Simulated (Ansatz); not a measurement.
# CdH2Se2 (built on the sites of a database entry of CdH2O2): a soft mode frozen in, part 2 of 2

Aim: this structure of CdH2Se2 (built on the sites of a database entry of CdH2O2) is to be tested for unstable modes, and one is followed downhill.

Ansatz 0.2.0; DFT PBEsol, scalar-relativistic, plane waves, PAW.

So far, highest frequency on the path or at a solved wavevector (cm⁻¹): step 2 (response at finite wavevector) 2250. Also lowest frequency on the path (cm⁻¹): step 2 -134.

The structure was built from a prototype and need not be the compound's stable phase.

## (4) The mode frozen in, largest atomic shift 0.14 Å

The atoms are moved along the unstable eigenvector, the largest shift by 0.14 Å, with the cell fixed.

File input.yaml:

```yaml
crystal:
  lattice:
    - [0.0, 0.0, 5.8999750515]
    - [6.4848067663, -3.7439988583, 0.0]
    - [-5.2601e-06, 7.4880068274, 0.0]
  atoms:
    - { symbol: Cd, position: [0.0012477625, -3.1e-09, 0.0] }
    - { symbol: Cd, position: [-0.0012477927, 0.6666666698, 0.3333333333] }
    - { symbol: Cd, position: [-1.51e-08, 0.3333333333, 0.6666666667] }
    - { symbol: H, position: [0.5300719036, 0.354922266, 0.3441274499] }
    - { symbol: H, position: [0.5300719046, -0.0107941166, 0.645078042] }
    - { symbol: H, position: [0.5300719056, 0.6558726337, 0.0107948997] }
    - { symbol: H, position: [0.4699280944, 0.0107948161, 0.3225392168] }
    - { symbol: H, position: [0.4699280954, 0.6774611748, 0.6882552914] }
    - { symbol: H, position: [0.4699280964, 0.3117444007, 0.989206275] }
    - { symbol: Se, position: [0.7823062401, 0.3344834807, 0.3339083811] }
    - { symbol: Se, position: [0.7823062415, -0.0005750478, 0.6655165502] }
    - { symbol: Se, position: [0.7823062429, 0.6660916089, 0.0005750895] }
    - { symbol: Se, position: [0.2176937571, 0.0005750995, 0.3327582855] }
    - { symbol: Se, position: [0.2176937585, 0.6672417353, 0.6678167831] }
    - { symbol: Se, position: [0.2176937599, 0.332183186, 0.9994249731] }
kpoints:
  mp_grid: { grid: [4, 6, 6] }
hamiltonian:
  xc: pbesol
scf:
  occupations: { method: gaussian, width: 0.02 }
output:
  forces: true
  stress: true
  eigenvalues: true
  write_density: true
  write_potential: true
  elf: true
  volumetric_format: npy
```

On the command line:

```
ansatz run input.yaml --threads 8 --pin off --max-ram 14336MiB --backend cpu --events-out ev --progress --plain --runs-dir out
```

Numbers of over 12 decimals in the logs are rounded to 6 here.

What it wrote:

```text
[...]
k-point 0: bands = [... 77 lower, 5.3267, 5.3267, 5.4064, 5.4064, 7.0244, 8.2916, 9.2966, 9.3000, ... 13 higher]
  k-point 1: bands = [... 77 lower, 4.8507, 4.9970, 5.4821, 5.5921, 7.6640, 8.6013, 9.2181, 9.3118, ... 13 higher]
  k-point 2: bands = [... 77 lower, 5.2001, 5.3170, 5.6155, 5.7353, 8.7155, 8.7642, 9.2165, 9.4563, ... 13 higher]
  k-point 29: bands = [... 77 lower, 4.4066, 5.6118, 5.6239, 5.6239, 8.5681, 8.5681, 8.5955, 10.1148, ... 13 higher]
[key lines of the parts left out:]
SCF converged after 8 iterations
Free energy (F): -57193.347524 eV
Fermi energy:    6.565674 eV
P = ⅓ Tr σ = -0.1834 GPa (-1.834 kbar)
```

It took 3.3 s on 8 threads of AMD EPYC 9R45, shared host; peak memory 1.7 GiB; 24 s of CPU time.

This step gave:

```yaml
pressure: -0.1834 GPa
gap_on_the_k_mesh: 0.9180 eV
energy_from_the_undistorted_cell: -0.187 meV/atom
```

The energy, extrapolated to zero smearing, is -0.19 meV/atom against the undistorted cell.

The run ends at a pressure of -0.18 GPa, with forces up to 0.11 eV/Å.

## (5) Energy along the mode, all amplitudes (two of the runs are shown above)

An imaginary frequency means negative curvature, so the energy should fall and then rise again as anharmonic terms take over.

Numbers from this step:

```yaml
depth_at_the_lowest_point_sampled: 0.187 meV/atom
largest_atomic_shift_at_that_point: 0.14 Å
```

Table of energy from the parent by largest atomic shift:

| largest atomic shift (Å) | energy from the parent (meV/atom) |
| --- | --- |
| 0.000 | 0 |
| 0.040 | -0.025 |
| 0.080 | -0.089 |
| 0.140 | -0.187 |
| 0.220 | -0.011 |
| 0.320 | 1.66 |
| 0.450 | 8.77 |

Displacement at unit largest shift by atom:

| atom | x (Å) | y (Å) | z (Å) | size |
| --- | --- | --- | --- | --- |
| Cd1 | 0.00 | 0.00 | 0.05 | 0.05 |
| Cd2 | 0.00 | 0.00 | -0.05 | 0.05 |
| Cd3 | 0.00 | 0.00 | 0.00 | 0.00 |
| H4 | 1.00 | 0.00 | 0.00 | 1.00 |
| H5 | -0.50 | -0.87 | 0.00 | 1.00 |
| H6 | -0.50 | 0.87 | 0.00 | 1.00 |
| H7 | 0.50 | -0.87 | 0.00 | 1.00 |
| H8 | 0.50 | 0.87 | 0.00 | 1.00 |
| H9 | -1.00 | 0.00 | 0.00 | 1.00 |
| Se10 | 0.05 | 0.00 | 0.00 | 0.05 |
| Se11 | -0.03 | -0.05 | 0.00 | 0.05 |
| Se12 | -0.03 | 0.05 | 0.00 | 0.05 |
| Se13 | 0.03 | -0.05 | 0.00 | 0.05 |
| Se14 | 0.03 | 0.05 | 0.00 | 0.05 |
| Se15 | -0.05 | 0.00 | 0.00 | 0.05 |

The lowest of the steps tried is at 0.14 Å, 0.187 meV/atom below the parent; the bottom of the well need not coincide with a step.

## (6) Relaxing from the distorted cell

Starting from the lowest point found, all atoms and the cell are let go, so that strain and other modes of the same symmetry can join in.

input.yaml, as its differences from that of step 4:

```diff
@@ -26,3 +26,3 @@
 scf:
-  occupations: { method: gaussian, width: 0.02 }
+  occupations: { method: fixed }
 output:
@@ -31,5 +31,6 @@
   eigenvalues: true
-  write_density: true
-  write_potential: true
-  elf: true
-  volumetric_format: npy
+relax:
+  adjacent_minimum: "off"
+  f_tol: 0.002
+  max_steps: 120
+  cell: { stress_tol: 0.03 }
```

What it wrote:

```text
[...]
Crystal: 15 atoms, lattice volume = 286.493 Å³
Basis set: ecut = 420 eV, 5623 PW (Γ), exchange–correlation on 80×108×108 points (8 copies of the dense FFT grid, shifted against one another)
Bands: 98, of which v1, the nominal top of the filled ones, is band 81 counted from 1 (80 counted from 0)
Symmetry: 6 space group operations
[...]
k-points: 30 of 144
[...]
SCF iter   1: F=—  HF=-57193.367981 eV  |F-HF|=—  |Δ(HF+E_count)|=         —  Δρ=5.40e-3  dr2=7.18e-2  ethr=1.77e-3  ⟨swp⟩=4.8  Hψ=8739  notcnv=0  defer=422
[...]
SCF iter   8: F=-57193.347524 eV  HF=-57193.347524 eV  |F-HF|=7.67e-8  |Δ(HF+E_count)|=   1.08e-6  Δρ=2.10e-6  dr2=2.43e-8  ethr=6.17e-11  ⟨swp⟩=11.2  Hψ=14241  notcnv=0
SCF 1 converged in 8 iterations: F = -57193.347524 eV  dr2 = 2.43e-8
[...]
relax step   1: F+E_penalty+E_count = -57193.34752416 eV  Δ(F+E_penalty+E_count) = +0.000e0 eV  max|allowed force component| = 1.053e-1 eV/Å  Δτ_max = 0.0000 Å  P = -0.183 GPa  Ω = 286.493 Å³  (8 SCF iters, dr2 threshold 1.00e-7 eV, accepted)
Crystal: 15 atoms, lattice volume = 285.113 Å³
Basis set: ecut = 420 eV, 5611 PW (Γ), exchange–correlation on 80×108×108 points (8 copies of the dense FFT grid, shifted against one another)
[...]
iter 1 solved again at ethr=7.45e-6 eV; its pass at ethr=3.10e-3 eV (dr2=1.21e-2 eV) is discarded
[...]
SCF iter   6: F=-57193.348546 eV  HF=-57193.348546 eV  |F-HF|=5.62e-8  |Δ(HF+E_count)|=   7.72e-7  Δρ=5.74e-6  dr2=1.06e-7  ethr=4.27e-10  ⟨swp⟩=10.1  Hψ=14267  notcnv=0
SCF 2 converged in 6 iterations: F = -57193.348546 eV  dr2 = 1.06e-7
relax step   2: F+E_penalty+E_count = -57193.34854581 eV  Δ(F+E_penalty+E_count) = -1.022e-3 eV  max|allowed force component| = 5.706e-2 eV/Å  Δτ_max = 0.0313 Å  P = -0.121 GPa  Ω = 285.113 Å³  energy of the carried Pulay correction = +4.890e-4 eV  (6 SCF iters, dr2 threshold 6.92e-7 eV, accepted)
Crystal: 15 atoms, lattice volume = 285.431 Å³
[...]
SCF iter   5: F=-57193.354988 eV  HF=-57193.354987 eV  |F-HF|=1.91e-7  |Δ(HF+E_count)|=   7.13e-7  Δρ=9.47e-6  dr2=2.59e-7  ethr=1.66e-10  ⟨swp⟩=8.8  Hψ=15527  notcnv=0
SCF 3 converged in 5 iterations: F = -57193.354988 eV  dr2 = 2.59e-7
relax step   3: F+E_penalty+E_count = -57193.35498762 eV  Δ(F+E_penalty+E_count) = -6.442e-3 eV  max|allowed force component| = 3.397e-2 eV/Å  Δτ_max = 0.0300 Å  P = -0.025 GPa  Ω = 285.431 Å³  energy of the carried Pulay correction = +3.761e-4 eV  (5 SCF iters, dr2 threshold 2.68e-7 eV, accepted)
[... from here on, the SCF cycles and remarks between the steps are left out ...]
relax step   4: F+E_penalty+E_count = -57193.36629572 eV  Δ(F+E_penalty+E_count) = -1.131e-2 eV  max|allowed force component| = 7.626e-2 eV/Å  Δτ_max = 0.1166 Å  P = -0.022 GPa  Ω = 284.992 Å³  energy of the carried Pulay correction = +5.319e-4 eV  (7 SCF iters, dr2 threshold 7.21e-8 eV, accepted)
relax step   5: F+E_penalty+E_count = -57193.37121481 eV  Δ(F+E_penalty+E_count) = -4.919e-3 eV  max|allowed force component| = 3.132e-1 eV/Å  Δτ_max = 0.1951 Å  P = -0.393 GPa  Ω = 282.946 Å³  energy of the carried Pulay correction = +1.262e-3 eV  (7 SCF iters, dr2 threshold 3.63e-7 eV, accepted)
relax step   6: F+E_penalty+E_count = -57193.38989367 eV  Δ(F+E_penalty+E_count) = -1.868e-2 eV  max|allowed force component| = 8.830e-2 eV/Å  Δτ_max = 0.0180 Å  P = +0.108 GPa  Ω = 281.573 Å³  energy of the carried Pulay correction = +1.754e-3 eV  (5 SCF iters, dr2 threshold 1.50e-6 eV, accepted)
relax step   7: F+E_penalty+E_count = -57193.39466351 eV  Δ(F+E_penalty+E_count) = -4.770e-3 eV  max|allowed force component| = 7.659e-2 eV/Å  Δτ_max = 0.0269 Å  P = +0.102 GPa  Ω = 281.020 Å³  energy of the carried Pulay correction = +1.953e-3 eV  (5 SCF iters, dr2 threshold 4.87e-7 eV, accepted)
relax step   8: F+E_penalty+E_count = -57193.41049185 eV  Δ(F+E_penalty+E_count) = -1.583e-2 eV  max|allowed force component| = 7.724e-2 eV/Å  Δτ_max = 0.1747 Å  P = +0.048 GPa  Ω = 277.276 Å³  energy of the carried Pulay correction = +3.312e-3 eV  (7 SCF iters, dr2 threshold 3.67e-7 eV, accepted)
relax step   9: F+E_penalty+E_count = -57193.41262847 eV  Δ(F+E_penalty+E_count) = -2.137e-3 eV  max|allowed force component| = 2.678e-2 eV/Å  Δτ_max = 0.0363 Å  P = +0.022 GPa  Ω = 279.519 Å³  energy of the carried Pulay correction = +2.496e-3 eV  (6 SCF iters, dr2 threshold 3.73e-7 eV, accepted)
relax step  10: F+E_penalty+E_count = -57193.41372621 eV  Δ(F+E_penalty+E_count) = -1.098e-3 eV  max|allowed force component| = 1.028e-2 eV/Å  Δτ_max = 0.0222 Å  P = -0.041 GPa  Ω = 280.758 Å³  energy of the carried Pulay correction = +2.048e-3 eV  (7 SCF iters, dr2 threshold 4.48e-8 eV, accepted)
relax step  11: F+E_penalty+E_count = -57193.41403308 eV  Δ(F+E_penalty+E_count) = -3.069e-4 eV  max|allowed force component| = 3.851e-3 eV/Å  Δτ_max = 0.0207 Å  P = +0.001 GPa  Ω = 281.120 Å³  energy of the carried Pulay correction = +1.917e-3 eV  (7 SCF iters, dr2 threshold 9.76e-9 eV, accepted)
relax step  12: F+E_penalty+E_count = -57193.41393661 eV  Δ(F+E_penalty+E_count) = +9.647e-5 eV  max|allowed force component| = 1.975e-2 eV/Å  Δτ_max = 0.0153 Å  P = -0.033 GPa  Ω = 281.304 Å³  energy of the carried Pulay correction = +1.851e-3 eV  (7 SCF iters, dr2 threshold 4.34e-9 eV, rejected (line search))
relax step  13: F+E_penalty+E_count = -57193.41426047 eV  Δ(F+E_penalty+E_count) = -2.274e-4 eV  max|allowed force component| = 3.474e-3 eV/Å  Δτ_max = 0.0075 Å  P = +0.009 GPa  Ω = 280.980 Å³  energy of the carried Pulay correction = +1.968e-3 eV  (9 SCF iters, accepted)
relax step  14: F+E_penalty+E_count = -57193.41426048 eV  Δ(F+E_penalty+E_count) = -9.168e-9 eV  max|allowed force component| = 5.378e-4 eV/Å  Δτ_max = 0.0041 Å  P = +0.002 GPa  Ω = 281.108 Å³  energy of the carried Pulay correction = +1.922e-3 eV  (7 SCF iters, dr2 threshold 7.54e-10 eV, accepted)
relax step  15: F+E_penalty+E_count = -57193.41424143 eV  Δ(F+E_penalty+E_count) = +1.905e-5 eV  max|allowed force component| = 2.002e-4 eV/Å  Δτ_max = 0.0027 Å  P = -0.001 GPa  Ω = 281.176 Å³  energy of the carried Pulay correction = +1.897e-3 eV  (7 SCF iters, accepted)
Basis set: ecut = 420 eV, 5467 PW (Γ), exchange–correlation on 80×100×100 points (8 copies of the dense FFT grid, shifted against one another)
[...]
SCF iter   5: F=-57193.412443 eV  HF=-57193.412443 eV  |F-HF|=1.46e-11  |Δ(HF+E_count)|=  3.64e-11  Δρ=1.13e-7  dr2=1.32e-11  ethr=1.00e-12  ⟨swp⟩=10.8  Hψ=15550  notcnv=0
SCF 16 converged in 5 iterations: F = -57193.412443 eV  dr2 = 1.32e-11
relax step  16: F+E_penalty+E_count = -57193.41244286 eV  Δ(F+E_penalty+E_count) = +1.799e-3 eV  max|allowed force component| = 4.730e-4 eV/Å  Δτ_max = 0.0000 Å  P = -0.004 GPa  Ω = 281.176 Å³  stress off target by 7.15e-3 GPa  SCF on the basis re-selected at this cell (its energy is not comparable with the rows above)  (5 SCF iters)
basis re-selected at this cell: Δ(F+E_penalty+E_count) = +1.799e-3 eV, ΔP = -0.003 GPa vs the last step (what re-selecting the basis moved, of the pressure what is left beyond the Pulay correction that the steps carried, after the strain that the cell walked since its last selection, with what the two solves' SCF thresholds leave and, on support functions, any second-order correction that the steps lacked; it is no measure of the basis error at this ecutwfc). The dense FFT grid was sized anew with the basis: this SCF ran on 40×50×50 points, the steps before it on 40×54×54, so part of this shift can come from that change (see relax.cell in the input reference). [rest of the remark cut]
SCF converged after 5 iterations
Free energy (F): -57193.412443 eV
[...]
Internal energy: -57193.412443 eV  (E = F + TS)
E sigma→0 (E₀):  -57193.412443 eV
Fermi energy:    6.208874 eV
[...]
--- Forces (eV/Å), atoms counted from 1 ---
  atom   1  Cd    -0.00000000     0.00000000     0.00007793
  atom   2  Cd     0.00000000     0.00000000    -0.00007793
  atom   3  Cd     0.00000000     0.00000000     0.00000000
  atom   4  H      0.00028856    -0.00004216    -0.00047304
  atom   5  H     -0.00018079    -0.00022882    -0.00047304
  atom   6  H     -0.00010777     0.00027098    -0.00047304
  atom   7  H      0.00010777    -0.00027098     0.00047304
  atom   8  H      0.00018079     0.00022882     0.00047304
  atom   9  H     -0.00028856     0.00004216     0.00047304
  atom  10  Se    -0.00010646     0.00016444     0.00032672
  atom  11  Se     0.00019564     0.00000997     0.00032672
  atom  12  Se    -0.00008918    -0.00017442     0.00032672
  atom  13  Se     0.00008918     0.00017442    -0.00032672
  atom  14  Se    -0.00019564    -0.00000997    -0.00032672
  atom  15  Se     0.00010646    -0.00016444    -0.00032672
  max |Σ_I F_I| component: 6.78e-19 eV/Å
--- Stress (GPa, compression-positive) ---
       -0.001850      -0.000000       0.000000
        0.000000      -0.001850      -0.000000
        0.000000       0.000000      -0.007147
  P = ⅓ Tr σ = -0.0036 GPa (-0.036 kbar)
--- Band table (eV; the first three rows and the last of 30) ---
  k-point 0: bands = [... 77 lower, 5.5598, 5.5598, 5.5817, 5.5817, 7.2863, 8.1912, 9.3814, 9.4348, ... 13 higher]
  k-point 1: bands = [... 77 lower, 5.0455, 5.1809, 5.6617, 5.7856, 7.8961, 8.3383, 9.4066, 9.6623, ... 13 higher]
  k-point 2: bands = [... 77 lower, 5.3052, 5.4624, 5.7131, 5.9125, 8.6034, 8.8626, 9.3677, 10.0626, ... 13 higher]
  k-point 29: bands = [... 77 lower, 4.6924, 5.4976, 5.7058, 5.7058, 8.4551, 8.4551, 9.0178, 10.1963, ... 13 higher]
--- Relaxed structure (15 steps of the walk, 14 accepted, 1 SCFs on fresh bases) ---
  F+E_penalty+E_count = -57193.41244286 eV   max|allowed force component| = 4.730e-4 eV/Å   (the final SCF, on the basis selected at the relaxed cell)
  cell:  # Å, volume = 281.1757 Å³
    - [0, 0, 5.840564]
    - [6.456944, -3.727912, 0]
    - [-5.237510334334249e-6, 7.455833, 0]
  atoms:
    - { symbol: Cd, position: [0.047696, -2.874352465929553e-17, -4.2456999752135794e-18] }
    - { symbol: Cd, position: [-0.047696, 0.666667, 0.333333] }
    - { symbol: Cd, position: [4.927262847127793e-18, 0.333333, 0.666667] }
    - { symbol: H, position: [0.532725, 0.420328, 0.389767] }
    - { symbol: H, position: [0.532725, -0.030562, 0.579672] }
    - { symbol: H, position: [0.532725, 0.610233, 0.030562] }
    - { symbol: H, position: [0.467275, 0.056433, 0.302771] }
    - { symbol: H, position: [0.467275, 0.697229, 0.753662] }
    - { symbol: H, position: [0.467275, 0.246338, 0.943567] }
    - { symbol: Se, position: [0.771719, 0.337456, 0.338294] }
    - { symbol: Se, position: [0.771719, 0.000837549, 0.662544] }
    - { symbol: Se, position: [0.771719, 0.661706, -0.000837549] }
    - { symbol: Se, position: [0.228281, 0.00496059, 0.334171] }
    - { symbol: Se, position: [0.228281, 0.665829, 0.670790] }
    - { symbol: Se, position: [0.228281, 0.329210, 0.995039] }
```

The job ended after 39 s (8 threads; peak memory 1.8 GiB; 5 min of CPU time).

The steps of the relaxation:

| step | energy less that of the first step (eV) | largest force component (eV/Å) | pressure (GPa) | volume (Å³) |
| --- | --- | --- | --- | --- |
| 1 | 0.0000 | 0.1053 | -0.18 | 286.49 |
| 2 | -0.0010 | 0.0571 | -0.12 | 285.11 |
| 3 | -0.0075 | 0.0340 | -0.02 | 285.43 |
| 4 | -0.0188 | 0.0763 | -0.02 | 284.99 |
| 5 | -0.0237 | 0.3132 | -0.39 | 282.95 |
| 6 | -0.0424 | 0.0883 | 0.11 | 281.57 |
| 7 | -0.0471 | 0.0766 | 0.10 | 281.02 |
| 8 | -0.0630 | 0.0772 | 0.05 | 277.28 |
| 9 | -0.0651 | 0.0268 | 0.02 | 279.52 |
| 10 | -0.0662 | 0.0103 | -0.04 | 280.76 |
| 11 | -0.0665 | 0.0039 | 0.00 | 281.12 |
| 12 | -0.0664 | 0.0197 | -0.03 | 281.30 |
| 13 | -0.0667 | 0.0035 | 0.01 | 280.98 |
| 14 | -0.0667 | 0.0005 | 0.00 | 281.11 |
| 15 | -0.0667 | 0.0002 | 0.00 | 281.18 |
| 16* | -0.0649 | 0.0005 | 0.00 | 281.18 |

Relaxation steps marked * repeat the geometry before them on a plane-wave basis chosen anew for their cell, so energy and pressure can jump there. Relaxation step 12 was tried and not accepted.

Forces are held to the 6 operations that the run works with; a distortion that breaks them can't arise in this run.

| cell as run | before | after | change |
| --- | --- | --- | --- |
| a (Å) | 5.900 | 5.841 | -1.0 % |
| b (Å) | 7.488 | 7.456 | -0.4 % |
| c (Å) | 7.488 | 7.456 | -0.4 % |
| volume (Å³/atom) | 19.10 | 18.75 | -1.9 % |

The atoms that moved most (Å, as changes of fractional coordinates times the final cell):

| atom | dx | dy | dz | length |
| --- | --- | --- | --- | --- |
| H8 | 0.128 | 0.414 | -0.015 | 0.433 |
| H5 | -0.128 | -0.414 | 0.015 | 0.433 |
| H9 | -0.422 | -0.096 | -0.015 | 0.433 |
| H6 | -0.295 | 0.318 | 0.015 | 0.433 |
| H4 | 0.422 | 0.096 | 0.015 | 0.433 |
| H7 | 0.295 | -0.318 | -0.015 | 0.433 |
| Cd1 | 0.000 | 0.000 | 0.271 | 0.271 |
| Cd2 | 0.000 | 0.000 | -0.271 | 0.271 |

The relaxed structure:

```xyz
15
Lattice="0.0000 0.0000 5.8406 6.4569 -3.7279 0.0000 0.0000 7.4558 0.0000" Properties=species:S:1:pos:R:3 pbc="T T T"
Cd    0.0000    0.0000    0.2786
Cd    4.3046    0.0000   -0.2786
Cd    2.1523    3.7279    0.0000
H     2.7140    1.3391    3.1114
H    -0.1973    4.4359    3.1114
H     3.9402   -2.0470    3.1114
H     0.3644    2.0470    2.7291
H     4.5020    3.0200    2.7291
H     1.5906    6.1167    2.7291
Se    2.1789    1.2643    4.5073
Se    0.0054    4.9367    4.5073
Se    4.2726   -2.4730    4.5073
Se    0.0320    2.4730    1.3333
Se    4.2992    2.5191    1.3333
Se    2.1257    6.1916    1.3333
```

Numbers from this step:

| Item | Value |
| --- | --- |
| pressure | -0.003616 GPa |
| gap on the k-mesh | 1.077 eV |
| volume per atom | 18.75 Å³ |

The distorted start has space group P-3; the relaxation ends in P-3.

## (7) Summary of results

| Quantity | Value |
| --- | --- |
| unstable mode of the parent | q = (0.333, 0.333, 0), 129i cm⁻¹ |
| depth at the lowest point sampled | 0.187 meV/atom |
| largest atomic shift at that point | 0.14 Å |
| space group reached (within 0.01 Å) | P-3 |
| energy gained over the parent (first relaxation, on the mesh of the frozen mode) | 4.51 meV/atom |
| volume per atom, phase reached | 18.7 Å³ |
| gap on the k-mesh, phase reached | 1.08 eV |

In words: Along this mode the structure falls into P-3, 4.51 meV/atom below the parent. At the parent's cell the well is 0.187 meV/atom deep on the steps tried, with its lowest point at a shift of 0.14 Å. Relaxing atoms and cell changes the gain by +4.33 meV/atom against the lowest step (energies at zero smearing). Most of the total comes from this relaxation. The modes of the phase reached were not computed on this path. How so shallow a well moves with the k mesh was not tested. Of the 2 patterns followed to their end from this parent, this one ends 28.7 meV/atom above the lowest, P-1. Each path keeps the symmetry of its pattern, so a lower phase may lie along a pattern not tried. The program warns that the interpolation holds no quadrupole term, so branches close to Γ can be off in this crystal. The starting cell was built on a prototype and not taken from a measurement, so the phase need not exist.

[Logs are printed without paths, hosts, clocks, repeated set-up lines and the standing remarks that a program may print on its own settings, such as how far it seeks lower states.]

[Hosts, paths, dates, database ids (printed as entryN), source tags and the programs' standing remarks are cut or masked in the printed files.]
